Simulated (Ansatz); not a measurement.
**Phonons of SiC (Moissanite 3C, F-43m) against volume**

Wanted: Grüneisen parameters and pressure coefficients of the modes of SiC (Moissanite 3C, F-43m).

Calculated with Ansatz 0.2.0; DFT PBE, scalar-relativistic, plane waves, PAW; PAW set soft_1.

Most raw output is cut from this account.

**1. Starting point**

Symmetry: F-43m, No. 216, cubic system. The conventional cell has a = 4.358 Å, b = 4.358 Å, c = 4.358 Å, α = 90.00°, β = 90.00°, γ = 90.00°. Nearest to C lie 4 Si at 1.89 Å. Nearest to Si lie 4 C at 1.89 Å. Farther neighbours are not listed.

**2. Bringing the structure to rest**

The cell and atoms are relaxed, since residual forces and stress would shift the frequencies.

File input.yaml:

```yaml
crystal:
  lattice:
    - [0.0, 2.179, 2.179]
    - [2.179, 0.0, 2.179]
    - [2.179, 2.179, 0.0]
  atoms:
    - { symbol: C, position: [0.75, 0.75, 0.75] }
    - { symbol: Si, position: [0.0, 0.0, 0.0] }
kpoints:
  mp_grid: { grid: [10, 10, 10] }
hamiltonian:
  xc: pbe
  pseudopotentials: { kind: paw, azcp: { folder: soft_1 } }
scf:
  occupations: { method: gaussian, width: 0.02 }
output:
  forces: true
  stress: true
  eigenvalues: true
  write_density: true
  write_potential: true
  elf: true
  volumetric_format: npy
relax:
  adjacent_minimum: "off"
  f_tol: 0.005
  max_steps: 80
  cell: { stress_tol: 0.05 }
```

Started as:

```console
$ ansatz run input.yaml --threads 4 --pin off --max-ram 10240MiB --backend cpu --events-out ev --progress --plain --runs-dir out
```

Elapsed: 2.1 s, on 4 threads of Intel Xeon at 2.60GHz (Ice Lake), shared host; peak memory 0.33 GiB; 6.9 s of CPU time.

Relaxation path:

```tsv
step	energy less that of the first step (eV)	largest force component (eV/Å)	pressure (GPa)	volume (Å³)
1	0.0000	0.0000	3.27	20.69
2	-0.0023	0.0000	1.53	20.85
3	-0.0028	0.0000	0.03	21.00
4*	-0.0031	0.0000	0.06	21.00
5	-0.0031	0.0000	0.00	21.00
6*	-0.0031	0.0000	0.00	21.00
```

Relaxation steps marked * repeat the geometry before them on a plane-wave basis chosen anew for their cell, so energy and pressure can jump there.

The run keeps the 24 symmetry operations that it works with, so distortions that break them were not tested.

```tsv
conventional cell, symmetrised	before	after	change
a (Å)	4.358	4.380	+0.5 %
b (Å)	4.358	4.380	+0.5 %
c (Å)	4.358	4.380	+0.5 %
volume (Å³/atom)	10.35	10.50	+1.5 %
```

Final coordinates:

```xyz
2
Lattice="0.0000 2.1899 2.1899 2.1899 0.0000 2.1899 2.1899 2.1899 0.0000" Properties=species:S:1:pos:R:3 pbc="T T T"
C     3.2848    3.2848    3.2848
Si    0.0000    0.0000    0.0000
```

Numbers from this step:

| Property | Result |
| --- | --- |
| pressure | 0.001139 GPa |
| gap on the k-mesh | 1.373 eV |
| volume per atom | 10.50 Å³ |

Electrostatic potential energy in the ac plane of a cell with a along [110], b along [-110] and c along [001] of the cube at fractional y = 0.000, with atoms of C and Si within 0.2 Å of it. With pseudopotentials it is smooth inside the atoms' cores, unlike the true potential.

Ten even steps from '_' (-41 eV) to '@' (13 eV), each cell a mean:
```
++--**@@@@%%**--++====%%@@@@%%====
--++%%@@@@@@%%++--==**%%@@@@%%**==
##%%@@@@@@@@@@%%##%%%%@@@@@@@@%%%%
@@@@@@@@@@@@@@@@@@@@@@@@@@@@@@@@@@
@@@@@@@@@@@@@@@@@@@@@@@@@@@@@@@@@@
@@@@@@@@@@@@@@@@@@@@@@@@@@@@@@@@@@
@@@@@@%%%%%%@@@@@@@@@@@@%%%%@@@@@@
@@@@%%==::++%%@@@@@@@@##----##@@@@
@@@@##..__..##@@@@@@%%==____==%%@@
**####::__::####****##++____++##**
--==####++####------++##****##++--
##--**%%@@%%++--##++--##@@@@##--++
```
Columns run along a (6.2 Å; values clipped at the 3rd and 97th percentile), rows up along c (4.4 Å), edges of the conventional cell, whose origin can differ from the input's. Atoms in or near the plane, at fractional coordinates: C at (0.75, 0.25), C at (0.25, 0.25), Si at (0.50, 0.00), Si at (0.00, 0.00).

ELF in the ac plane of a cell with a along [110], b along [-110] and c along [001] of the cube at fractional y = 0.000, with atoms of C and Si within 0.2 Å of it. It is the smooth field of the valence electrons, not physical close to the nuclei.

Values, 7 rows by 16 columns, each cell a mean:
```
0.30 0.26 0.33 0.29 0.26 0.33 0.29 0.27 0.30 0.26 0.33 0.29 0.26 0.33 0.29 0.27
0.34 0.28 0.15 0.06 0.05 0.11 0.23 0.32 0.34 0.28 0.15 0.06 0.05 0.11 0.23 0.32
0.09 0.07 0.08 0.14 0.15 0.10 0.07 0.08 0.09 0.07 0.08 0.14 0.15 0.10 0.07 0.08
0.03 0.11 0.35 0.59 0.63 0.47 0.20 0.05 0.03 0.11 0.35 0.59 0.63 0.47 0.20 0.05
0.18 0.44 0.65 0.53 0.46 0.64 0.56 0.27 0.18 0.44 0.65 0.53 0.46 0.64 0.56 0.27
0.44 0.78 0.84 0.50 0.34 0.75 0.85 0.59 0.44 0.78 0.84 0.50 0.34 0.75 0.85 0.59
0.35 0.58 0.82 0.77 0.73 0.82 0.72 0.41 0.35 0.58 0.82 0.77 0.73 0.82 0.72 0.41
```
Columns run along a (6.2 Å), rows up along c (4.4 Å), edges of the conventional cell, whose origin can differ from the input's. Atoms in or near the plane, at fractional coordinates: C at (0.75, 0.25), C at (0.25, 0.25), Si at (0.50, 0.00), Si at (0.00, 0.00).

Valence density in the ac plane of a cell with a along [110], b along [-110] and c along [001] of the cube at fractional y = 0.000, with atoms of C and Si within 0.2 Å of it. It is the smooth field of the valence electrons, not physical close to the nuclei.

Values in e/Å³, 7 rows by 16 columns, each cell a mean:
```
0.2 0.3 0.2 0.2 0.2 0.2 0.3 0.2 0.2 0.3 0.2 0.2 0.2 0.2 0.3 0.2
0.3 0.2 0.1 0.1 0.1 0.1 0.2 0.2 0.3 0.2 0.1 0.1 0.1 0.1 0.2 0.2
0.1 0.1 0.1 0.1 0.1 0.1 0.1 0.1 0.1 0.1 0.1 0.1 0.1 0.1 0.1 0.1
0.1 0.1 0.2 0.4 0.5 0.3 0.1 0.1 0.1 0.1 0.2 0.4 0.5 0.3 0.1 0.1
0.1 0.3 0.7 1.3 1.5 1.0 0.4 0.2 0.1 0.3 0.7 1.3 1.5 1.0 0.4 0.2
0.3 0.6 1.1 1.6 1.6 1.4 0.8 0.4 0.3 0.6 1.1 1.6 1.6 1.4 0.8 0.4
0.2 0.4 0.6 0.7 0.7 0.7 0.5 0.3 0.2 0.4 0.6 0.7 0.7 0.7 0.5 0.3
```
Columns run along a (6.2 Å), rows up along c (4.4 Å), edges of the conventional cell, whose origin can differ from the input's. Atoms in or near the plane, at fractional coordinates: C at (0.75, 0.25), C at (0.25, 0.25), Si at (0.50, 0.00), Si at (0.00, 0.00).

In this step the volume went from 10.35 to 10.50 Å³/atom.

**3. Tight relaxation**

Phonons need small forces and stress, so the relaxation is finished with tight tolerances on 12×12×12 k points.

File input.yaml:

```yaml
crystal:
  lattice:
    - [0.0, 2.1898563757, 2.1898563757]
    - [2.1898563757, 0.0, 2.1898563757]
    - [2.1898563757, 2.1898563757, 0.0]
  atoms:
    - { symbol: C, position: [0.75, 0.75, 0.75] }
    - { symbol: Si, position: [0.0, 0.0, 0.0] }
kpoints:
  mp_grid: { grid: [12, 12, 12] }
hamiltonian:
  xc: pbe
  pseudopotentials: { kind: paw, azcp: { folder: soft_1 } }
scf:
  occupations: { method: fixed }
output:
  forces: true
  stress: true
  eigenvalues: true
relax:
  adjacent_minimum: "off"
  f_tol: 0.001
  max_steps: 60
  cell: { stress_tol: 0.01 }
```

Elapsed: 0.91 s, on 4 threads; peak memory 0.35 GiB.

Little changed from the start: no atom moved by 0.005 Å and no cell edge by 0.1 %.

Numbers from this step:

- pressure: -1.62e-4 GPa
- gap on the k-mesh: 1.374 eV

The forces vanish by symmetry and the pressure is 0.000 GPa, within the tolerances set. The cell now holds 10.50 Å³/atom.

**4. Modes at rest**

The modes at rest are the reference of the series, and the response to a field gives the dielectric tensor and the Born charges.

input.yaml, the sections that differ from step 3:

```yaml
output:
  eigenvalues: true
phonons:
  method: dfpt
  dielectric: true
  rigid_motions: translations
  raman: true
# crystal, kpoints, hamiltonian, scf: as in step 3
# relax: removed
```

Elapsed: 29 s, on 4 threads; peak memory 0.95 GiB.

This step gave:

```yaml
sum_rule_residual_before_enforcement: 2.63e-4 eV/Å²
miss_of_the_charge_sum_rule: 2.29e-4 e
estimated_error_of_the_dielectric_tensor: 0.01873
estimated_error_of_the_born_charges: 0.008860 e
point_group: -43m
highest_optical_mode_at_the_zone_centre_no_lo_to_term: 774.9 cm⁻¹
lowest_optical_zone_centre_mode: 774.9 cm⁻¹
mean_high_frequency_dielectric_constant: 7.001
largest_born_charge_third_of_the_trace: -2.703 e
mean_static_dielectric_constant: 10.39
top_of_the_zone_centre_spectrum_with_the_field: 943.9 cm⁻¹
```

Without the LO-TO term. Patterns of degenerate modes are one choice out of their space. Modes at Γ, with each element's share of the kinetic energy:

```tsv
mode	frequency (cm⁻¹)	symmetry	C %	Si %
1	0.0	acoustic	30	70
2	0.0	acoustic	30	70
3	0.0	acoustic	30	70
4	774.9	T2	70	30
5	774.9	T2	70	30
6	774.9	T2	70	30
```

Displacements in mode 4 (774.9 cm⁻¹), the largest set to 1:
```
C1   0.00  1.00  0.00
Si2  0.00 -0.43  0.00
```

Optical modes at the zone centre, without and with the macroscopic field of the longitudinal modes; each column is sorted by frequency, so a row need not hold one and the same mode. Modes with and without the field, by row:

```tsv
rank among optical modes	no field (cm⁻¹)	q along (1, 0, 0) (cm⁻¹)
1	774.9	774.9
2	774.9	774.9
3	774.9	943.9
```

Born charge (rows field, columns displacement) (e), principal values of the symmetric part by kind of site:

```tsv
atom	atoms with these values	low	middle	high	mean
C1	1	-2.70	-2.70	-2.70	-2.70
Si2	1	2.70	2.70	2.70	2.70
```

In full for C1:

```
-2.70  0.00  0.00
 0.00 -2.70  0.00
 0.00  0.00 -2.70
```

High-frequency dielectric tensor:

```
7.00 0.00 0.00
0.00 7.00 0.00
0.00 0.00 7.00
```

Static dielectric tensor (ions relaxed, fixed cell):

```
10.39  0.00  0.00
 0.00 10.39  0.00
 0.00  0.00 10.39
```

Transverse modes. Lines of the infrared spectrum (strongest = 100):

```tsv
position (cm⁻¹)	label	relative intensity
775	T2	100
```

Activity x (w_L - w)^4 (n + 1)/w, 532 nm, 300 K; modes without the macroscopic field alone. Lines of the Raman spectrum (strongest = 100):

```tsv
position (cm⁻¹)	label	relative intensity
775	T2	100
```

Before it was imposed, the acoustic sum rule was missed by 2.6e-4 eV/Å² and the charge sum rule by 2.3e-4 e. Small misses are needed for a sound result but don't prove that mesh and cutoff are converged. The lowest optical mode is real, 775 cm⁻¹.

**5. Ground state of a member: 1.06 times the volume at rest**

The cell is set to 1.06 times the volume at rest; symmetry leaves nothing else free, so this is a single point.

input.yaml, the sections that differ from step 4:

```yaml
crystal:
  lattice:
    - [0.0, 2.2328056399, 2.2328056399]
    - [2.2328056399, 0.0, 2.2328056399]
    - [2.2328056399, 2.2328056399, 0.0]
  atoms:
    - { symbol: C, position: [0.75, 0.75, 0.75] }
    - { symbol: Si, position: [0.0, 0.0, 0.0] }
scf:
  occupations: { method: gaussian, width: 0.02 }
output:
  forces: true
  stress: true
  eigenvalues: true
# kpoints, hamiltonian: as in step 4
# phonons: removed
```

It took 0.46 s on 4 threads; peak memory 0.34 GiB.

Numbers from this step:

```yaml
pressure: -11.06 GPa
gap_on_the_k_mesh: 1.423 eV
volume_per_atom: 11.13 Å³
```

The forces vanish by symmetry, at a pressure of -11.06 GPa.

**6. Zone-centre modes of the member: 1.06 times the volume at rest**

The zone-centre modes follow for 1.06 times the volume at rest, with the response to a field.

input.yaml: that of step 5 with these lines changed.

```diff
@@ -14,6 +14,8 @@
 scf:
-  occupations: { method: gaussian, width: 0.02 }
+  occupations: { method: fixed }
 output:
-  forces: true
-  stress: true
   eigenvalues: true
+phonons:
+  method: dfpt
+  dielectric: true
+  rigid_motions: translations
```

It took 9.1 s on 4 threads; peak memory 0.59 GiB; 31 s of CPU time.

Numbers from this step:

```yaml
sum_rule_residual_before_enforcement: 1.43e-5 eV/Å²
miss_of_the_charge_sum_rule: 5.61e-4 e
estimated_error_of_the_dielectric_tensor: 0.02055
estimated_error_of_the_born_charges: 0.008865 e
highest_optical_mode_at_the_zone_centre_no_lo_to_term: 725.5 cm⁻¹
lowest_optical_zone_centre_mode: 725.5 cm⁻¹
mean_high_frequency_dielectric_constant: 7.187
largest_born_charge_third_of_the_trace: -2.657 e
mean_static_dielectric_constant: 10.71
top_of_the_zone_centre_spectrum_with_the_field: 885.7 cm⁻¹
```

Without the LO-TO term. Patterns of degenerate modes are one choice out of their space. The modes at Γ (shares of kinetic energy by element, %):

```tsv
mode	frequency (cm⁻¹)	symmetry	C %	Si %
1	0.0	acoustic	30	70
2	0.0	acoustic	30	70
3	0.0	acoustic	30	70
4	725.5	T2	70	30
5	725.5	T2	70	30
6	725.5	T2	70	30
```

Transverse modes. Infrared lines, with heights relative to the strongest:

```tsv
position (cm⁻¹)	label	relative intensity
726	T2	100
```

The optical mode without the LO-TO term lies at 725.5 cm⁻¹.

Between step 4 and this run (volume ratio 1.06) the value for the mean static dielectric tensor (ions relaxed, fixed cell) moves from 10.4 to 10.7 (+3 %).

**7. Ground state of a member: 0.9 times the volume at rest**

The cell is set to 0.9 times the volume at rest; symmetry leaves nothing else free, so this is a single point.

input.yaml, the sections that differ from step 6:

```yaml
crystal:
  lattice:
    - [0.0, 2.1142830845, 2.1142830845]
    - [2.1142830845, 0.0, 2.1142830845]
    - [2.1142830845, 2.1142830845, 0.0]
  atoms:
    - { symbol: C, position: [0.75, 0.75, 0.75] }
    - { symbol: Si, position: [0.0, 0.0, 0.0] }
scf:
  occupations: { method: gaussian, width: 0.02 }
output:
  forces: true
  stress: true
  eigenvalues: true
# kpoints, hamiltonian: as in step 6
# phonons: removed
```

It took 0.45 s on 4 threads; peak memory 0.33 GiB.

This step gave:

* pressure: 27.54 GPa
* gap on the k-mesh: 1.271 eV
* volume per atom: 9.451 Å³

The forces vanish by symmetry, at a pressure of 27.54 GPa.

**8. Zone-centre modes of the member: 0.9 times the volume at rest**

The zone-centre modes follow for 0.9 times the volume at rest, with the response to a field.

input.yaml: that of step 7 with these lines changed.

```diff
@@ -14,6 +14,8 @@
 scf:
-  occupations: { method: gaussian, width: 0.02 }
+  occupations: { method: fixed }
 output:
-  forces: true
-  stress: true
   eigenvalues: true
+phonons:
+  method: dfpt
+  dielectric: true
+  rigid_motions: translations
```

Wall time 8 s (4 threads); peak memory 0.57 GiB; 28 s of CPU time.

Numbers from this step:

```yaml
sum_rule_residual_before_enforcement: 8.90e-5 eV/Å²
miss_of_the_charge_sum_rule: 4.57e-4 e
estimated_error_of_the_dielectric_tensor: 0.01858
estimated_error_of_the_born_charges: 0.009088 e
highest_optical_mode_at_the_zone_centre_no_lo_to_term: 872.4 cm⁻¹
lowest_optical_zone_centre_mode: 872.4 cm⁻¹
mean_high_frequency_dielectric_constant: 6.755
largest_born_charge_third_of_the_trace: -2.778 e
mean_static_dielectric_constant: 9.893
top_of_the_zone_centre_spectrum_with_the_field: 1056 cm⁻¹
```

Without the LO-TO term. Patterns of degenerate modes are one choice out of their space. Modes at Γ, with each element's share of the kinetic energy:

```tsv
mode	frequency (cm⁻¹)	symmetry	C %	Si %
1	0.0	acoustic	30	70
2	0.0	acoustic	30	70
3	0.0	acoustic	30	70
4	872.4	T2	70	30
5	872.4	T2	70	30
6	872.4	T2	70	30
```

Transverse modes. Infrared lines, with heights relative to the strongest:

```tsv
position (cm⁻¹)	label	relative intensity
872	T2	100
```

The optical mode without the LO-TO term lies at 872.4 cm⁻¹.

Between step 4 and this run (volume ratio 0.9) the value for the mean static dielectric tensor (ions relaxed, fixed cell) moves from 10.4 to 9.89 (-5 %).

**9. All members side by side**

The members are set side by side, also those not shown above.

Each row is one cell with its response, relaxed at fixed volume as far as symmetry leaves anything free; energies are extrapolated to zero smearing, and E0 is that at rest; shape and atoms are relaxed in each cell where symmetry leaves them free. State of the crystal along the series:

```tsv
volume ratio	V (Å³/atom)	pressure (GPa)	E - E0 (meV/atom)	gap on mesh (eV)	ε∞	ε0	largest Born charge in size, a third of the trace (e)	top mode with the field, highest of q along x, y and z (cm⁻¹)
0.9	9.451	27.54	82.85	1.271	6.755	9.893	2.779	1056
0.92	9.661	20.89	51.19	1.293	6.798	9.988	2.763	1032
0.94	9.871	14.87	27.81	1.315	6.844	10.09	2.748	1009
0.96	10.08	9.418	11.94	1.336	6.894	10.18	2.733	986.2
0.98	10.29	4.478	2.883	1.355	6.946	10.29	2.718	964.7
0.99	10.4	2.184	0.7015	1.364	6.973	10.34	2.71	954.2
1	10.5	-1.62e-4	0	1.373	7.001	10.39	2.703	943.9
1.02	10.71	-4.056	2.695	1.391	7.06	10.49	2.687	923.8
1.04	10.92	-7.729	10.46	1.407	7.122	10.6	2.672	904.5
1.06	11.13	-11.05	22.82	1.423	7.187	10.71	2.657	885.7
```

Without the LO-TO term; each mode is tracked from rest by its pattern, and modes that stay within 0.3 cm⁻¹ of each other stand once; shape and atoms are relaxed in each cell where symmetry leaves them free. Optical modes along the series:

```tsv
V (Å³/atom)	mode 4 T2 (cm⁻¹)
9.451	872.4
9.661	851.2
9.871	830.9
10.08	811.4
10.29	792.8
10.4	783.8
10.5	774.9
10.71	757.8
10.92	741.3
11.13	725.5
```

From cubic fits (parabolas where under five rows exist) of ln ω and P against ln V through the rows within about 4 % of rest: γ = −d ln ω / d ln V and dω/dP = γ ω / B. Slopes at rest:

```tsv
mode	fitted frequency at rest (cm⁻¹)	Grüneisen parameter γ	dω/dP (cm⁻¹/GPa)
mode 4 T2	774.9	1.13	4.11
longitudinal mode	943.9	1.08	4.79
```

**10. Results**

| Quantity | Value |
| --- | --- |
| members | 10 |
| highest optical mode at the zone centre (no LO-TO term), at rest | 774.9 cm⁻¹ |
| bulk modulus at rest | 213 GPa |
| mode 4 T2, γ | 1.13 |
| longitudinal mode, γ | 1.08 |

The series spans -11.1 to 27.5 GPa, and the slope at rest gives a bulk modulus of 213 GPa. The transverse optical mode has γ = 1.13 and moves by 4.1 cm⁻¹ for each GPa, the longitudinal one has γ = 1.08 and moves by 4.8. ε∞ is 7.00 at rest, with d ln ε∞ / d ln V = 0.41. One k mesh and one cutoff serve the ground states and modes of all volumes; the field response picks its own mesh. These are harmonic frequencies at zero temperature: anharmonic shifts, linewidths and thermal expansion are left out. Only the zone centre was solved, so an instability at another wavevector cannot show here.

[Logs are printed without paths, hosts, clocks, repeated set-up lines and the standing remarks that a program may print on its own settings, such as how far it seeks lower states.]

[Hosts, paths, dates, database ids (printed as entryN), source tags and the programs' standing remarks are cut or masked in the printed files.]
